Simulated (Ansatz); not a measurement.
**Lattice dynamics of AgS4F (built on the sites of a database entry of AgClO4)**

Task: relax AgS4F (built on the sites of a database entry of AgClO4), then find its harmonic phonons.

Main program and level: Ansatz 0.2.0; DFT PBEsol, scalar-relativistic, plane waves, PAW.

The structure was built from a prototype and need not be the compound's stable phase.

### Step 1. Starting point

It takes space group F-43m (No. 216, cubic). Conventional cell: a = 7.704 Å, b = 7.704 Å, c = 7.704 Å, α = 90.00°, β = 90.00°, γ = 90.00°. Ag has 12 S at 3.19 Å nearest. Nearest to F lie 4 S at 1.69 Å. Nearest to S lie 1 F at 1.69 Å. Farther neighbours and most contacts between anions are not listed.

### Step 2. Coarse relaxation

The start is far from rest, so a relaxation with loose tolerances brings it close first.

input.yaml reads:

```yaml
crystal:
  lattice:
    - [0.0, 3.85177, 3.85177]
    - [3.85177, 0.0, 3.85177]
    - [3.85177, 3.85177, 0.0]
  atoms:
    - { symbol: Ag, position: [0.5, 0.5, 0.5] }
    - { symbol: F, position: [0.0, 0.0, 0.0] }
    - { symbol: S, position: [0.127, 0.127, 0.127] }
    - { symbol: S, position: [0.619, 0.127, 0.127] }
    - { symbol: S, position: [0.127, 0.127, 0.619] }
    - { symbol: S, position: [0.127, 0.619, 0.127] }
kpoints:
  mp_grid: { grid: [4, 4, 4] }
hamiltonian:
  xc: pbesol
scf:
  occupations: { method: gaussian, width: 0.1 }
output:
  forces: true
  stress: true
  eigenvalues: true
relax:
  adjacent_minimum: "off"
  f_tol: 0.05
  max_steps: 80
  cell: { stress_tol: 0.5 }
```

On the command line:

```sh
$ ansatz run input.yaml --threads 8 --pin off --max-ram 14336MiB --backend cpu --events-out ev --progress --plain --runs-dir out
```

Numbers of over 12 decimals in the logs are rounded to 6 here.

The program printed:

```text
The last accepted step is kept in <dir> (removed where the run ends without a failure and the disk answers)
Engine: ansatz 0.2.0, aarch64-unknown-linux-gnu
Pseudopotentials: kind: paw
Pseudopotential: Ag, paw, valence charge 19, recommended cutoff 420 eV (normal), Ag.paw.azcp
Pseudopotential: F, paw, valence charge 7, recommended cutoff 420 eV (normal), F.paw.azcp
[...]
- [0, 4.201189, 4.201189]
    - [4.201189, 0, 4.201189]
    - [4.201189, 4.201189, 0]
  atoms:
    - { symbol: Ag, position: [0.5, 0.5, 0.5] }
    - { symbol: F, position: [2.3550622639622982e-18, -6.192594000857036e-19, -8.913582273960891e-19] }
    - { symbol: S, position: [0.150916, 0.150916, 0.150916] }
    - { symbol: S, position: [0.547253, 0.150916, 0.150916] }
    - { symbol: S, position: [0.150916, 0.150916, 0.547253] }
    - { symbol: S, position: [0.150916, 0.547253, 0.150916] }
[key lines of the parts left out:]
SCF converged after 7 iterations
Free energy (F): -11854.564401 eV
Fermi energy:    4.440620 eV
P = ⅓ Tr σ = 0.0018 GPa (0.018 kbar)
```

The job ended after 5.5 s (8 threads of Arm Neoverse V2, shared host; peak memory 0.51 GiB).

Relaxation path:

| step | energy less that of the first step (eV) | largest force component (eV/Å) | pressure (GPa) | volume (Å³) |
| --- | --- | --- | --- | --- |
| 1 | 0.0000 | 5.3127 | 22.49 | 114.29 |
| 2 | -3.1992 | 2.6760 | 15.31 | 115.26 |
| 3 | -5.0618 | 0.8954 | 5.37 | 128.20 |
| 4 | -5.4636 | 0.4587 | 1.72 | 136.78 |
| 5 | -5.5745 | 0.1607 | -0.40 | 147.63 |
| 6 | -5.5958 | 0.0165 | 0.10 | 144.34 |
| 7* | -5.6756 | 0.0140 | 0.95 | 144.34 |
| 8 | -5.6784 | 0.1035 | -0.43 | 148.99 |
| 9 | -5.6840 | 0.0043 | -0.01 | 148.30 |
| 10* | -5.6867 | 0.0044 | 0.00 | 148.30 |

Relaxation steps marked * repeat the geometry before them on a plane-wave basis chosen anew for their cell, so energy and pressure can jump there.

Forces are held to the 24 operations that the run works with; a distortion that breaks them can't arise in this run.

| conventional cell, symmetrised | before | after | change |
| --- | --- | --- | --- |
| a (Å) | 7.704 | 8.402 | +9.1 % |
| b (Å) | 7.704 | 8.402 | +9.1 % |
| c (Å) | 7.704 | 8.402 | +9.1 % |
| volume (Å³/atom) | 19.05 | 24.72 | +29.8 % |

The atoms that moved most (Å, as changes of fractional coordinates times the final cell):

| atom | dx | dy | dz | length |
| --- | --- | --- | --- | --- |
| S3 | 0.201 | 0.201 | 0.201 | 0.348 |
| S4 | 0.201 | -0.201 | -0.201 | 0.348 |
| S6 | -0.201 | 0.201 | -0.201 | 0.348 |
| S5 | -0.201 | -0.201 | 0.201 | 0.348 |

Final coordinates:

```xyz
6
Lattice="0.0000 4.2012 4.2012 4.2012 0.0000 4.2012 4.2012 4.2012 0.0000" Properties=species:S:1:pos:R:3 pbc="T T T"
Ag    4.2012    4.2012    4.2012
F     0.0000    0.0000    0.0000
S     1.2681    1.2681    1.2681
S     1.2681    2.9331    2.9331
S     2.9331    2.9331    1.2681
S     2.9331    1.2681    2.9331
```

Numbers from this step:

| Item | Value |
| --- | --- |
| pressure | 0.001846 GPa |
| volume per atom | 24.72 Å³ |
| gap on the k-mesh | 0 eV |

In this step the volume went from 19.05 to 24.72 Å³/atom.

### Step 3. Bringing the structure to rest

The cell and atoms are relaxed, since residual forces and stress would shift the frequencies.

input.yaml reads:

```yaml
crystal:
  lattice:
    - [0.0, 4.2011885018, 4.2011885018]
    - [4.2011885018, 0.0, 4.2011885018]
    - [4.2011885018, 4.2011885018, 0.0]
  atoms:
    - { symbol: Ag, position: [0.5, 0.5, 0.5] }
    - { symbol: F, position: [0.0, 0.0, 0.0] }
    - { symbol: S, position: [0.150915703, 0.150915703, 0.150915703] }
    - { symbol: S, position: [0.547252891, 0.150915703, 0.150915703] }
    - { symbol: S, position: [0.150915703, 0.150915703, 0.547252891] }
    - { symbol: S, position: [0.150915703, 0.547252891, 0.150915703] }
kpoints:
  mp_grid: { grid: [8, 8, 8] }
hamiltonian:
  xc: pbesol
scf:
  occupations: { method: gaussian, width: 0.1 }
output:
  forces: true
  stress: true
  eigenvalues: true
relax:
  adjacent_minimum: "off"
  f_tol: 0.005
  max_steps: 80
  cell: { stress_tol: 0.05 }
```

The program printed:

```text
[...]
Crystal: 6 atoms, lattice volume = 148.302 Å³
Basis set: ecut = 420 eV, 2891 PW (Γ), exchange–correlation on 80×80×80 points (8 copies of the dense FFT grid, shifted against one another)
Bands: 31, of which v1, the nominal top of the filled ones, is band 25 counted from 1 (24 counted from 0)
Symmetry: 24 space group operations
[...]
k-points: 29 of 512 (time reversal used)
[...]
cell:  # Å, volume = 148.9272 Å³
    - [0, 4.207086, 4.207086]
    - [4.207086, 0, 4.207086]
    - [4.207086, 4.207086, 0]
  atoms:
    - { symbol: Ag, position: [0.500000, 0.500000, 0.500000] }
    - { symbol: F, position: [0, 0, 0] }
    - { symbol: S, position: [0.151523, 0.151523, 0.151523] }
    - { symbol: S, position: [0.545432, 0.151523, 0.151523] }
    - { symbol: S, position: [0.151523, 0.151523, 0.545432] }
    - { symbol: S, position: [0.151523, 0.545432, 0.151523] }
[key lines of the parts left out:]
SCF converged after 7 iterations
Free energy (F): -11854.557454 eV
Fermi energy:    4.393688 eV
P = ⅓ Tr σ = 0.0373 GPa (0.373 kbar)
```

Run time: 6.7 s. Hardware: 8 threads; peak memory 0.6 GiB; 49 s of CPU time.

Step by step:

| step | energy less that of the first step (eV) | largest force component (eV/Å) | pressure (GPa) | volume (Å³) |
| --- | --- | --- | --- | --- |
| 1 | 0.0000 | 0.0473 | 0.02 | 148.30 |
| 2 | -0.0005 | 0.0378 | -0.01 | 148.55 |
| 3 | -0.0011 | 0.0038 | 0.03 | 148.93 |
| 4* | -0.0015 | 0.0038 | 0.04 | 148.93 |

Relaxation steps marked * repeat the geometry before them on a plane-wave basis chosen anew for their cell, so energy and pressure can jump there.

Forces are held to the 24 operations that the run works with; a distortion that breaks them can't arise in this run.

| conventional cell, symmetrised | before | after | change |
| --- | --- | --- | --- |
| a (Å) | 8.402 | 8.414 | +0.1 % |
| b (Å) | 8.402 | 8.414 | +0.1 % |
| c (Å) | 8.402 | 8.414 | +0.1 % |
| volume (Å³/atom) | 24.72 | 24.82 | +0.4 % |

Final coordinates:

```xyz
6
Lattice="0.0000 4.2071 4.2071 4.2071 0.0000 4.2071 4.2071 4.2071 0.0000" Properties=species:S:1:pos:R:3 pbc="T T T"
Ag    4.2071    4.2071    4.2071
F     0.0000    0.0000    0.0000
S     1.2749    1.2749    1.2749
S     1.2749    2.9321    2.9321
S     2.9321    2.9321    1.2749
S     2.9321    1.2749    2.9321
```

This step gave:

```yaml
pressure: 0.03732 GPa
volume_per_atom: 24.82 Å³
```

In this step the volume went from 24.72 to 24.82 Å³/atom.

### Step 4. Relaxing to small forces for the phonons

Phonons need a cell at rest on their own settings, so the relaxation is repeated with tight tolerances on forces and stress, using the mesh and the filling of the phonon run that follows.

input.yaml reads:

```yaml
crystal:
  lattice:
    - [0.0, 4.2070857375, 4.2070857375]
    - [4.2070857375, 0.0, 4.2070857375]
    - [4.2070857375, 4.2070857375, 0.0]
  atoms:
    - { symbol: Ag, position: [0.5, 0.5, 0.5] }
    - { symbol: F, position: [0.0, 0.0, 0.0] }
    - { symbol: S, position: [0.1515227775, 0.1515227775, 0.1515227775] }
    - { symbol: S, position: [0.5454316674, 0.1515227775, 0.1515227775] }
    - { symbol: S, position: [0.1515227775, 0.1515227775, 0.5454316674] }
    - { symbol: S, position: [0.1515227775, 0.5454316674, 0.1515227775] }
kpoints:
  mp_grid: { grid: [8, 8, 8] }
hamiltonian:
  xc: pbesol
scf:
  occupations: { method: methfessel_paxton, width: 0.2 }
output:
  forces: true
  stress: true
  eigenvalues: true
relax:
  adjacent_minimum: "off"
  f_tol: 0.001
  max_steps: 60
  cell: { stress_tol: 0.01 }
```

The program printed:

```text
[...]
Crystal: 6 atoms, lattice volume = 148.927 Å³
Basis set: ecut = 420 eV, 2891 PW (Γ), exchange–correlation on 80×80×80 points (8 copies of the dense FFT grid, shifted against one another)
Bands: 31, of which v1, the nominal top of the filled ones, is band 25 counted from 1 (24 counted from 0)
Symmetry: 24 space group operations
[...]
k-points: 29 of 512 (time reversal used)
[...]
- [0.0, 4.2070857375, 4.2070857375]
    - [4.2070857375, 0.0, 4.2070857375]
    - [4.2070857375, 4.2070857375, 0.0]
  atoms:
    - { symbol: Ag, position: [0.5, 0.5, 0.5] }
[...]
- { symbol: S, position: [0.151522777525, 0.151522777525, 0.151522777525] }
    - { symbol: S, position: [0.545431667425, 0.151522777525, 0.151523] }
    - { symbol: S, position: [0.151522777525, 0.151522777525, 0.545431667425] }
    - { symbol: S, position: [0.151522777525, 0.545431667425, 0.151523] }
[key lines of the parts left out:]
SCF converged after 8 iterations
Free energy (F): -11854.533232 eV
Fermi energy:    4.391868 eV
P = ⅓ Tr σ = 0.0092 GPa (0.092 kbar)
```

Elapsed: 3.8 s, on 8 threads; peak memory 0.59 GiB; 27 s of CPU time.

Little changed from the start: no atom moved by 0.005 Å and no cell edge by 0.1 %.

This step gave:

| Item | Value |
| --- | --- |
| pressure | 0.009213 GPa |

The largest force component left is 0.069 meV/Å and the pressure is 0.009 GPa, within the tolerances set. The cell now holds 24.82 Å³/atom.

### Step 5. Linear response at the zone centre

The zone centre comes first: it holds the modes that light can see, as far as symmetry allows. No field response is asked, since the mesh shows no gap.

input.yaml: that of step 4 with these lines changed.

```diff
@@ -19,9 +19,4 @@
 output:
-  forces: true
-  stress: true
   eigenvalues: true
-relax:
-  adjacent_minimum: "off"
-  f_tol: 0.001
-  max_steps: 60
-  cell: { stress_tol: 0.01 }
+phonons:
+  method: dfpt
```

The program printed:

```text
[...]
Crystal: 6 atoms, lattice volume = 148.927 Å³
Basis set: ecut = 420 eV, 2891 PW (Γ), exchange–correlation on 80×80×80 points (8 copies of the dense FFT grid, shifted against one another)
Bands: 31, of which v1, the nominal top of the filled ones, is band 25 counted from 1 (24 counted from 0)
Symmetry: 24 space group operations
k-points: 150 of 512 (irreducible under 2 space group operations, time reversal used)
[...]
SCF iter   1: F=—  HF=-11854.709282 eV  |F-HF|=—  |Δ(HF+E_count)|=         —  Δρ=2.10e-2  dr2=1.07e0  ethr=1.77e-3  ⟨swp⟩=5.5  Hψ=19403  notcnv=0
[...]
SCF iter  15: F=-11854.533232 eV  HF=-11854.533232 eV  |F-HF|=1.82e-12  |Δ(HF+E_count)|=  3.64e-12  S|Δr|=    0.00e0  Δρ=2.81e-8  dr2=1.84e-12  ethr=1.00e-12  ⟨swp⟩=5.0  Hψ=19438  notcnv=0
SCF 1 converged in 15 iterations: F = -11854.533232 eV  dr2 = 1.84e-12
[...]
DFPT response loops at Γ: preconditioner auto → none (partly filled bands, converged f_vac=0.158); β = 0.50; Broyden in place of MSR1
SCF converged after 15 iterations
[...]
Free energy (F): -11854.533232 eV
[...]
Internal energy: -11854.503793 eV  (E = F + TS)
E sigma→0 (E₀):  -11854.525872 eV
Entropy (-TS):   -0.029439 eV (-4.907 meV/atom)
Fermi energy:    4.391869 eV
Step filling:    the computed levels leave a gap of 0.0000 eV = 0.0 smearing widths at the electron count; against every level under it full and every level over it empty, smearing changes F+E_penalty+E_count by -11.886 meV and its σ→0 estimate by -4.526 meV
[...]
--- Band table (eV; the first three rows and the last of 150) ---
  k-point 0: bands = [... 21 lower, 1.6024, 1.6024, 4.4901, 4.9959, 4.9959, 4.9959, 6.0738, 6.0738, ... 2 higher]
  k-point 1: bands = [... 21 lower, 1.6424, 1.6424, 4.5334, 4.8547, 4.8547, 4.9987, 6.0307, 6.1050, ... 2 higher]
  k-point 2: bands = [... 21 lower, 1.6280, 1.6280, 4.4464, 4.5725, 4.5725, 5.0056, 6.0915, 6.1464, ... 2 higher]
  k-point 149: bands = [... 21 lower, 1.5000, 1.5000, 3.9778, 4.2659, 4.2659, 5.0153, 6.1685, 6.1685, ... 2 higher]
--- Phonons (Γ-DFPT): 3 representative perturbations + reference, on 150 of 512 k-points (Σ response iterations 10) ---
  k mesh reduced under 2 symmetry operations, with k and −k counted as one. Each operation leaves every solved perturbation unchanged. A smaller set is not used because it would not reduce the number of displacements times k-points to solve
  ASR residual: 3.874e-5 → 0.000e0 eV/Å²; symmetrization residual: 3.586e-6 eV/Å²
  ASR residual per site (eV/Å²): 3.68e-6 3.87e-5 5.95e-6 5.95e-6 5.95e-6 5.95e-6
  Γ frequencies (cm⁻¹): -435.30 -435.30 -392.17 -392.17 -392.17 -81.25 -81.25 -81.25 -52.78 -52.78 -52.78 -35.05 -35.05 -35.05 0.00 0.00 0.00 324.40
  non-analytic LO–TO correction: not included (Born effective charges unavailable; polar crystals: no LO–TO splitting at Γ)
```

Elapsed: 39 s, on 8 threads; peak memory 2.4 GiB.

This step gave:

* sum-rule residual before enforcement: 3.87e-5 eV/Å²
* point group: -43m
* highest optical mode at the zone centre (no LO-TO term): 324.4 cm⁻¹
* lowest optical zone-centre mode: -435.3 cm⁻¹

Patterns of degenerate modes are one choice out of their space. Modes at Γ, with each element's share of the kinetic energy (negative means imaginary):

| mode | frequency (cm⁻¹) | symmetry | Ag % | F % | S % |
| --- | --- | --- | --- | --- | --- |
| 1 | -435.3 | E | 0 | 0 | 100 |
| 2 | -435.3 | E | 0 | 0 | 100 |
| 3 | -392.2 | T2 | 1 | 17 | 82 |
| 4 | -392.2 | T2 | 1 | 17 | 82 |
| 5 | -392.2 | T2 | 1 | 17 | 82 |
| 6 | -81.2 | T1 | 0 | 0 | 100 |
| 7 | -81.2 | T1 | 0 | 0 | 100 |
| 8 | -81.2 | T1 | 0 | 0 | 100 |
| 9 | -52.8 | T2 | 39 | 5 | 56 |
| 10 | -52.8 | T2 | 39 | 5 | 56 |
| 11 | -52.8 | T2 | 39 | 5 | 56 |
| 12 | -35.0 | T2 | 18 | 71 | 11 |
| 13 | -35.0 | T2 | 18 | 71 | 11 |
| 14 | -35.0 | T2 | 18 | 71 | 11 |
| 15 | 0.0 | acoustic | 42 | 7 | 50 |
| 16 | 0.0 | acoustic | 42 | 7 | 50 |
| 17 | 0.0 | acoustic | 42 | 7 | 50 |
| 18 | 324.4 | A1 | 0 | 0 | 100 |

Displacements in mode 1 (-435.3 cm⁻¹), the largest set to 1:
```
Ag1  0.00  0.00  0.00
F2   0.00  0.00  0.00
S3  -0.58 -0.42  1.00
S4  -0.58  0.42 -1.00
S5   0.58  0.42  1.00
S6   0.58 -0.42 -1.00
```

Displacements in mode 6 (-81.2 cm⁻¹), the largest set to 1:
```
Ag1  0.00  0.00  0.00
F2   0.00  0.00  0.00
S3   0.96 -0.99  0.04
S4  -0.96  0.04 -1.00
S5   0.01 -0.04 -0.04
S6  -0.01  0.99  1.00
```

Before it was imposed, the acoustic sum rule was missed by 3.9e-5 eV/Å². Small misses are needed for a sound result but don't prove that mesh and cutoff are converged. The lowest optical mode is imaginary, 435.3i cm⁻¹, so the energy falls along it.

[end of part 1 of 2]

[Logs are printed without paths, hosts, clocks, repeated set-up lines and the standing remarks that a program may print on its own settings, such as how far it seeks lower states.]

[Hosts, paths, dates, database ids (printed as entryN), source tags and the programs' standing remarks are cut or masked in the printed files.]
